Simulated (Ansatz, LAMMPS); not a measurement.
# Structural relaxation of amorphous SnO2 (108 atoms), part 3 of 3

Aim: bring amorphous SnO2 (108 atoms) to a nearby minimum of the energy and see what moves.

Ansatz 0.2.0; Kohn-Sham DFT, PBE, PAW (set soft_2), plane waves.

The cell: 36 Sn and 72 O. The quench rate of 50 K/ps is orders of magnitude faster than experiment. The network of bonds at the start is that of the classical potential that made the cell. The Brillouin zone is sampled at Γ only, in a cell whose shortest periodic width is 11 Å.

So far. Step 4 (Relaxation): The relaxation changed the energy by -39.4 meV/atom, and atoms moved by 0.18 Å r.m.s., 0.56 Å at most.

## (6) Single point at the relaxed geometry

The electronic structure is read at the final geometry, in a run of its own.

input.yaml reads:

```yaml
crystal:
  lattice:
    - [11.3429, 0.0, 0.0]
    - [0.0, 11.3429, 0.0]
    - [0.0, 0.0, 11.3429]
  atoms:
    - { symbol: Sn, position: [0.84414, 0.47913, 0.22938] }
    - { symbol: Sn, position: [0.96671, 0.1671, 0.5188] }
    - { symbol: Sn, position: [0.58997, 0.04302, 0.74976] }
    - { symbol: Sn, position: [0.75718, 0.6474, 0.0189] }
    - { symbol: Sn, position: [0.96277, 0.8199, 0.87015] }
    - { symbol: Sn, position: [0.64003, 0.78642, 0.24309] }
    - { symbol: Sn, position: [0.17085, 0.5645, 0.66089] }
    - { symbol: Sn, position: [0.39645, 0.64637, 0.01398] }
    - { symbol: Sn, position: [0.8378, 0.60895, 0.71283] }
    - { symbol: Sn, position: [0.01062, 0.65044, 0.44231] }
    - { symbol: Sn, position: [0.73483, 0.33532, 0.6143] }
    - { symbol: Sn, position: [0.44671, 0.42644, 0.79692] }
    - { symbol: Sn, position: [0.92261, 0.88467, 0.13712] }
    - { symbol: Sn, position: [0.21485, 0.25522, 0.67534] }
    - { symbol: Sn, position: [0.96669, 0.34209, 0.81093] }
    - { symbol: Sn, position: [0.33661, 0.39037, 0.1929] }
    - { symbol: Sn, position: [0.38483, 0.92185, 0.05781] }
    - { symbol: Sn, position: [0.7988, 0.11358, 0.98252] }
    - { symbol: Sn, position: [0.13888, 0.08442, 0.25971] }
    - { symbol: Sn, position: [0.38355, 0.19436, 0.94119] }
    - { symbol: Sn, position: [0.53997, 0.10402, 0.21265] }
    - { symbol: Sn, position: [0.68451, 0.61196, 0.46623] }
    - { symbol: Sn, position: [0.35175, 0.06601, 0.5055] }
    - { symbol: Sn, position: [0.07373, 0.6013, 0.01577] }
    - { symbol: Sn, position: [0.13993, 0.40471, 0.37927] }
    - { symbol: Sn, position: [0.10741, 0.05794, 0.91163] }
    - { symbol: Sn, position: [0.09294, 0.31412, 0.09429] }
    - { symbol: Sn, position: [0.87963, 0.87783, 0.55415] }
    - { symbol: Sn, position: [0.21129, 0.80896, 0.26378] }
    - { symbol: Sn, position: [0.42543, 0.73498, 0.48998] }
    - { symbol: Sn, position: [0.45104, 0.39564, 0.51471] }
    - { symbol: Sn, position: [0.56451, 0.72592, 0.77191] }
    - { symbol: Sn, position: [0.63969, 0.11483, 0.48302] }
    - { symbol: Sn, position: [0.82389, 0.19805, 0.2642] }
    - { symbol: Sn, position: [0.16408, 0.8955, 0.62878] }
    - { symbol: Sn, position: [0.60646, 0.3665, 0.10005] }
    - { symbol: O, position: [0.48366, 0.28423, 0.20177] }
    - { symbol: O, position: [0.978, 0.13217, 0.34016] }
    - { symbol: O, position: [0.45053, 0.5068, 0.11981] }
    - { symbol: O, position: [0.7147, 0.65262, 0.85154] }
    - { symbol: O, position: [0.51479, 0.33162, 0.94247] }
    - { symbol: O, position: [0.10566, 0.91228, 0.80221] }
    - { symbol: O, position: [0.31548, 0.8827, 0.52426] }
    - { symbol: O, position: [0.78533, 0.48117, 0.53116] }
    - { symbol: O, position: [0.99065, 0.59095, 0.61843] }
    - { symbol: O, position: [0.10767, 0.28403, 0.51639] }
    - { symbol: O, position: [0.08145, 0.6929, 0.2833] }
    - { symbol: O, position: [0.27701, 0.03449, 0.9498] }
    - { symbol: O, position: [0.84398, 0.71821, 0.47187] }
    - { symbol: O, position: [0.9149, 0.60207, 0.11404] }
    - { symbol: O, position: [0.96675, 0.63816, 0.86663] }
    - { symbol: O, position: [0.90487, 0.26275, 0.66004] }
    - { symbol: O, position: [0.32655, 0.40861, 0.37095] }
    - { symbol: O, position: [0.56489, 0.4039, 0.67223] }
    - { symbol: O, position: [0.16824, 0.5548, 0.47935] }
    - { symbol: O, position: [0.11521, 0.40835, 0.72474] }
    - { symbol: O, position: [0.09862, 0.20083, 0.80985] }
    - { symbol: O, position: [0.16544, 0.46905, 0.18264] }
    - { symbol: O, position: [0.80556, 0.83495, 0.25479] }
    - { symbol: O, position: [0.30389, 0.76684, 0.11187] }
    - { symbol: O, position: [0.23787, 0.06772, 0.65376] }
    - { symbol: O, position: [0.44713, 0.80373, 0.93252] }
    - { symbol: O, position: [0.43188, 0.70561, 0.65918] }
    - { symbol: O, position: [0.81811, 0.43921, 0.77135] }
    - { symbol: O, position: [0.06172, 0.9227, 0.23983] }
    - { symbol: O, position: [0.68883, 0.16493, 0.66019] }
    - { symbol: O, position: [0.46567, 0.08376, 0.05481] }
    - { symbol: O, position: [0.67875, 0.65676, 0.63957] }
    - { symbol: O, position: [0.97226, 0.4856, 0.36236] }
    - { symbol: O, position: [0.936, 0.32476, 0.18462] }
    - { symbol: O, position: [0.17527, 0.26428, 0.26165] }
    - { symbol: O, position: [0.27719, 0.29384, 0.05243] }
    - { symbol: O, position: [0.85687, 0.05743, 0.14144] }
    - { symbol: O, position: [0.35377, 0.24754, 0.56081] }
    - { symbol: O, position: [0.19398, 0.7295, 0.70131] }
    - { symbol: O, position: [0.0512, 0.82061, 0.50525] }
    - { symbol: O, position: [0.75701, 0.97891, 0.49841] }
    - { symbol: O, position: [0.72191, 0.60188, 0.2907] }
    [... 24 atom lines left out ...]
    - { symbol: O, position: [0.46646, 0.10317, 0.37253] }
    - { symbol: O, position: [0.0434, 0.42525, 0.96441] }
    - { symbol: O, position: [0.58988, 0.77108, 0.4141] }
    - { symbol: O, position: [0.44667, 0.1213, 0.79776] }
    - { symbol: O, position: [0.82296, 0.81384, 0.99956] }
    - { symbol: O, position: [0.87656, 0.79843, 0.71571] }
kpoints:
  mp_grid: { grid: [1, 1, 1] }
hamiltonian:
  xc: pbe
scf:
  occupations: { method: fixed }
output:
  forces: true
  stress: true
  populations: true
  dos:
    method: { smearing: { sigma: 0.15 } }
    de: 0.1
    projected: { site_lists: { O: [O], Sn: [Sn] } }
  eigenvalues: true
  write_density: true
  write_potential: true
  volumetric_format: npy
  elf: true
```

Run with:

```bash
$ ansatz run input.yaml --threads 4 --pin off --max-ram 8192MiB --backend cpu --events-out ev --progress --plain --runs-dir out
```

Numbers of over 12 decimals in the logs are rounded to 6 here.

Output:

```text
[...]
Crystal: 108 atoms, lattice volume = 1459.393 Å³
Basis set: ecut = 420 eV, 28425 PW (Γ), exchange–correlation on 160×160×160 points (8 copies of the dense FFT grid, shifted against one another)
Bands: 576, of which v1, the nominal top of the filled ones, is band 468 counted from 1 (467 counted from 0)
Symmetry: 1 space group operations
[...]
k-points: 1
[...]
SCF iter   1: F=—  HF=-257697.380337 eV  |F-HF|=—  |Δ(HF+E_count)|=         —  Δρ=3.40e-3  dr2=1.98e-1  ethr=1.77e-3  ⟨swp⟩=5.0  Hψ=1883  notcnv=0  defer=105
[...]
SCF iter  11: F=-257697.391511 eV  HF=-257697.391511 eV  |F-HF|=3.84e-9  |Δ(HF+E_count)|=   8.85e-8  Δρ=1.50e-6  dr2=3.33e-8  ethr=1.07e-11  ⟨swp⟩=18.0  Hψ=4780  notcnv=0
SCF 1 converged in 11 iterations: F = -257697.391511 eV  dr2 = 3.33e-8
[...]
SCF converged after 11 iterations
Free energy (F): -257697.391511 eV
[...]
Internal energy: -257697.391511 eV  (E = F + TS)
E sigma→0 (E₀):  -257697.391511 eV
Fermi energy:    7.999798 eV
[...]
--- Forces (eV/Å), atoms counted from 1 ---
  atom   1  Sn     0.00459917     0.01398934     0.00928643
  atom   2  Sn    -0.01139412     0.01635573    -0.00000519
  atom   3  Sn     0.01535251     0.00032588    -0.00933326
  atom   4  Sn     0.01472215     0.02082611    -0.01426684
  atom   5  Sn    -0.00752124    -0.02499240     0.01295440
  atom   6  Sn    -0.00059199    -0.00781007     0.00212657
  atom   7  Sn    -0.00232210    -0.00911200     0.01514339
  atom   8  Sn    -0.00420934    -0.00037204    -0.00386132
  atom   9  Sn     0.02076056     0.02976064     0.00435003
  atom  10  Sn    -0.02236961    -0.00367696    -0.01075570
  atom  11  Sn    -0.00495143    -0.04659237     0.01421438
  atom  12  Sn     0.00353206     0.01129883     0.00435215
  atom  13  Sn    -0.01134419    -0.02578365    -0.02496021
  atom  14  Sn    -0.00854412    -0.00441537     0.01033301
[...]
atom 107  O      0.00094957     0.00716529     0.01251564
  atom 108  O     -0.00731735     0.00501659    -0.00530911
  max |Σ_I F_I| component: 3.33e-5 eV/Å
--- Stress (GPa, compression-positive) ---
        0.488673       1.831151      -0.234946
        1.831151       1.766658       0.297661
       -0.234946       0.297661       2.881959
  P = ⅓ Tr σ = 1.7124 GPa (17.124 kbar)
--- Band table (eV) ---
[...]
--- Löwdin populations: 108 sites ---
  site symbol       q [e]
     0     Sn     12.3114
     1     Sn     12.3032
     2     Sn     12.2573
[...]
107      O      6.7806
  spilling = 0.005127 (of n_electrons = 936.000000)
```

The job ended after 15 s (4 threads of AMD EPYC 9R45, shared host; peak memory 2.4 GiB; 54 s of CPU time).

Numbers from this run:

```
free energy                                      : -257697.3915 eV
free energy per atom                             : -2386.0870 eV/atom
SCF cycles                                       : 11
pressure                                         : 1.712 GPa
r.m.s. force component                           : 0.00951 eV/Å
longest force                                    : 0.04896 eV/Å
Fermi energy                                     : 8 eV
gap (highest filled to lowest empty level) : 0.3142 eV
spilling of the projection                       : 0.005127
```

Löwdin charges by element and coordination (they lack the spilled electrons, 0.044 e an atom on average):

```tsv
element	coordination	atoms	mean charge (e)	spread	least	most
O	all	72	-0.784	0.0156	-0.825	-0.754
O	2	12	-0.798	0.0183	-0.825	-0.772
O	3	55	-0.781	0.0134	-0.819	-0.754
O	4	5	-0.778	0.0128	-0.800	-0.762
Sn	all	36	1.70	0.0166	1.66	1.74
Sn	5	11	1.71	0.0155	1.69	1.74
Sn	6	21	1.70	0.0165	1.66	1.73
Sn	7	4	1.69	0.0106	1.68	1.71
```

Density of states as counts of states in windows of 1 eV (from the Fermi level), total and the larger projections:

```tsv
from (eV)	to (eV)	total	O p	Sn p	Sn s	O s
-18	-17	42.4	0.4	6.7	2.4	29.0
-17	-16	53.0	0.4	5.6	1.1	39.6
-16	-15	28.4	0.2	1.8	0.5	21.9
-15	-14	0.2	0.0	0.0	0.0	0.1
-14	-9	0.0	0.0	0.0	0.0	0.0
-9	-8	4.2	2.3	0.1	1.6	0.1
-8	-7	28.5	15.9	0.9	10.3	1.2
-7	-6	24.9	14.3	1.1	7.5	1.6
-6	-5	25.6	17.4	3.8	2.9	1.1
-5	-4	50.3	37.7	9.4	1.1	1.3
-4	-3	62.4	50.2	8.8	0.8	1.6
-3	-2	70.5	62.1	4.9	0.6	1.4
-2	-1	102.5	97.6	1.8	0.4	0.7
-1	0	61.8	59.6	0.7	0.2	0.4
0	1	3.3	1.9	0.1	1.0	0.4
1	2	0.0	0.0	0.0	0.0	0.0
2	3	11.7	4.4	1.1	4.6	1.4
3	4	23.7	8.6	2.6	9.9	2.0
4	5	28.0	10.1	3.3	12.2	1.5
```

With fixed occupations the program's Fermi level is the highest filled level.

Between -22 and -18 eV lie 380 more states.

The levels nearest the highest filled one (over half full), pooled over k-points and spins:

```tsv
level less the highest filled one (eV)	occupation
-0.359	2
-0.314	2
-0.232	2
-0.203	2
-0.115	2
0	2
0.314	0
2.29	0
2.55	0
2.65	0
2.74	0
2.81	0
```

Valence density in the bc plane at fractional x = 0.091, with atoms of Sn and O within 0.2 Å of it. It is the smooth field of the valence electrons, not physical close to the nuclei.

Ten steps, logarithmic in the rise over the least value, from '_' (0 e/Å³) to '@' (14 e/Å³), each cell a mean:
```
==****==::..________..::==**++==--==**##**==::::--==--::______..
**%%@@##==....________::--++==--::..::--::..____........____..--
**%%%%##==------::..__....::::..____________________....::::::--
--++++====**##**==::........________________________..--++**++==
::....::==##%%##++::..::::--::..____________________::==##%%##==
..____..::++**++--::::==****++--..__________________..--++**++--
__________::::::....::==####**==::::::....__......__....----::..
______________........--++**==--::------::............::----::..
....____________........::::....::------::..______....--====--::
....________....::--::..________..::::::....____....::------::::
..________..::==**##++--..______....::....____..::==++==--::....
__________..::++##%%##==..____....::--::::......--++****--..____
____________..--++**++--::......::----------::::--==++++--..____
__......______..::::::--==++--::::::::------::....::::::..______
__........________..::==**##++--........::::::....______________
....::::::..______..::--++**==::..____..::==++==::..______..____
::==++++==::......::..::::::::..______::==##%%**==::....--==--::
--++####++::..::::::............______..==##%%**==::..--++##**==
--==++++==::....::::........::::..______::======::....--++##**++
..::::----::....::------::::----::..______......______..--====::
__..--==++==--::==##%%**==::::::::....____________....__......__
__..==##%%##++==**@@@@%%++::......::--==--::..::------..________
__..==**##**==--++##%%**==::::..::==##%%##==::--++****--..______
..::--====--::..::--==----====----++%%@@%%++----**##**--..______
```
Columns run along b (11.3 Å), rows up along c (11.3 Å). Atoms in or near the plane, at fractional coordinates: Sn at (0.60, 0.02), Sn at (0.06, 0.91), Sn at (0.31, 0.09), O at (0.91, 0.80), O at (0.28, 0.52), O at (0.69, 0.28), O at (0.20, 0.81), O at (0.13, 0.08).

Electrostatic potential energy in the bc plane at fractional x = 0.091, with atoms of Sn and O within 0.2 Å of it. With pseudopotentials it is smooth inside the atoms' cores, unlike the true potential.

Ten even steps from '_' (-27 eV) to '@' (14 eV), each cell a mean:
```
==++++==**%%%%%%%%%%%%%%**::--####==**##**==##%%%%##%%@@@@@@%%**
**@@@@##==##%%@@@@@@@@@@%%****%%%%##++++++##%%@@@@@@@@@@@@%%##==
++@@@@##==##%%%%@@@@@@@@@@@@@@@@@@@@%%%%%%@@@@@@@@%%%%%%%%%%##++
++======**--..::##@@%%%%@@@@@@@@@@@@@@@@@@@@@@@@@@%%%%%%==::==**
%%####%%##______==%%%%%%%%%%@@@@@@@@@@@@@@@@@@@@@@@@@@**______**
@@@@@@@@@@**--==##%%%%##--..++%%@@%%%%%%@@@@@@@@@@@@@@%%--..==%%
@@@@@@@@@@@@@@%%%%%%%%**____..##%%##**##%%@@@@@@@@@@@@%%####%%@@
@@@@@@@@@@@@%%%%%%%%%%%%++--**%%**++==++##%%@@@@@@@@%%**++++**%%
@@@@@@@@@@@@%%%%%%%%@@@@@@@@@@%%##++==++##%%@@@@@@%%##++====++##
@@@@@@@@@@%%%%%%%%%%@@@@@@@@@@@@%%######%%@@@@@@@@@@##++====**%%
@@@@@@@@%%%%%%##::..==@@@@@@@@@@@@%%%%%%%%%%@@@@@@##++**####%%%%
@@@@@@@@%%%%%%++____..##@@@@@@@@@@%%%%########%%%%--__--%%@@@@@@
@@@@@@@@@@@@@@%%==::++####**##%%%%%%##**++++**%%%%**==**@@@@@@@@
@@@@@@@@@@@@@@@@@@%%##++======**%%%%##**====++##%%@@@@@@@@@@@@@@
@@@@@@@@@@@@@@@@@@%%**==**##==++##%%%%##****##%%@@@@@@@@@@@@@@@@
%%##****##%%@@@@@@%%**====++==++%%@@@@@@%%##++##@@@@@@@@@@@@@@@@
**========##%%@@@@@@%%##++++**%%@@@@@@@@##..__..##%%%%@@%%####%%
++==####==++%%@@@@@@@@%%%%%%%%@@@@@@@@@@##..__..##%%%%%%==__..++
**==++++==**%%%%%%%%%%%%%%@@@@@@@@@@@@@@@@%%**##@@%%%%%%--__..++
%%##****##%%%%%%**++++++##%%%%%%@@@@@@@@@@@@@@@@@@@@@@@@%%####%%
@@%%%%**--++##**==##%%**==##%%@@@@%%%%%%%%%%@@@@@@@@@@@@@@@@@@@@
@@@@##______++++++@@@@@@==**%%%%%%**++==++**%%@@%%%%%%@@@@@@@@@@
@@%%##::__..****==##%%**==##%%%%**==##%%##==**%%--..--%%@@@@@@@@
##********##%%%%**++==++****##%%**==@@@@@@++**##--__--%%@@@@@@%%
```
Columns run along b (11.3 Å; values clipped at the 3rd and 97th percentile), rows up along c (11.3 Å). Atoms in or near the plane, at fractional coordinates: Sn at (0.60, 0.02), Sn at (0.06, 0.91), Sn at (0.31, 0.09), O at (0.91, 0.80), O at (0.28, 0.52), O at (0.69, 0.28), O at (0.20, 0.81), O at (0.13, 0.08).

Mean Löwdin charges: O -0.78, Sn +1.70 e (they miss 0.51 % of the electrons, so they add up to more than the cell's charge). Within 0.4 eV of the Fermi level the largest share is O p (91 % of the projected weight).

Local excerpt of 18 atoms (numbers count through the whole input) about O80, which has 2 bonded neighbours where the commonest count for O is 3; x, y, z are measured from there.

```tsv
atom	x	y	z	distance (Å)	bonds	Löwdin charge (e)
O80	0.00	0.00	0.00	0.00	2	-0.79
Sn24	-1.87	0.18	0.70	2.01	6	1.66
Sn8	1.79	0.69	0.68	2.03	6	1.70
O60	0.74	2.06	1.79	2.83	3	-0.78
O104	-2.22	-1.81	0.11	2.87	3	-0.77
O102	2.79	-0.03	-0.97	2.95	3	-0.77
O58	-0.83	-1.32	2.59	3.02	4	-0.76
O39	2.40	-0.89	1.88	3.18	3	-0.78
O93	-2.07	2.31	0.87	3.22	3	-0.78
O51	-3.09	0.60	-0.99	3.30	3	-0.81
O75	-0.51	1.64	-2.87	3.34	2	-0.78
Sn7	-0.77	-0.23	-3.33	3.42	5	1.69
O62	2.36	2.48	-0.25	3.43	3	-0.77
Sn12	2.36	-1.80	-1.79	3.46	5	1.72
O72	0.44	-3.30	1.11	3.51	3	-0.80
O56	-1.40	-2.01	-2.60	3.57	3	-0.77
O90	0.85	-3.12	-1.54	3.59	3	-0.76
Sn16	1.11	-2.21	2.71	3.67	6	1.69
```

The column of bonds counts only the pairs O-Sn within 2.73 Å; other neighbours, such as metal atoms beside each other in a compound, aren't counted, and periodic images can show an atom twice.

## (7) What came out

```json
{
 "energy change in the relaxation": "-39.38 meV/atom",
 "r.m.s. displacement": "0.184 Å",
 "largest displacement": "0.556 Å",
 "free energy per atom": "-2386.0870 eV/atom",
 "pressure": "1.712 GPa",
 "r.m.s. force component": "0.00951 eV/Å",
 "gap (highest filled to lowest empty level)": "0.3142 eV",
 "wall time of the 3 DFT runs": "1.9 min"
}
```

In words: Relaxation lowers the energy by 39.4 meV/atom and moves atoms by 0.18 Å r.m.s.; the r.m.s. force component goes from 0.50 to 0.0095 eV/Å, the pressure goes from 6.4 to 1.7 GPa, and the gap from 0.263 to 0.314 eV. By the final cutoffs 0 of 204 bonded pairs parted and 5 joined. From the first step to the last the energy fell by 4.253 eV, and the largest move was 0.56 Å (O91). The O-Sn bonds go from 2.080 Å (spread 0.144) to 2.109 Å (spread 0.120), and their number from 204 to 209. With the cutoffs above, 76 % of O atoms have 3 and 58 % of Sn atoms have 6 bonded neighbours. Filled and empty levels are parted by 0.314 eV (at Γ alone); a semilocal functional tends to put such gaps too low. In a disordered cell it changes from sample to sample, and tail or defect levels can set it.

Caveats: The network of bonds at the start is that of the classical potential that made the cell; in DFT 0 of its 204 bonded pairs passed out of the cutoffs and 5 came within them. The pressure of 1.7 GPa shows the cell to be compressed for this functional.

[Logs are printed without paths, hosts, clocks, repeated set-up lines and the standing remarks that a program may print on its own settings, such as how far it seeks lower states.]

[Hosts, paths, dates, database ids (printed as entryN), source tags and the programs' standing remarks are cut or masked in the printed files.]
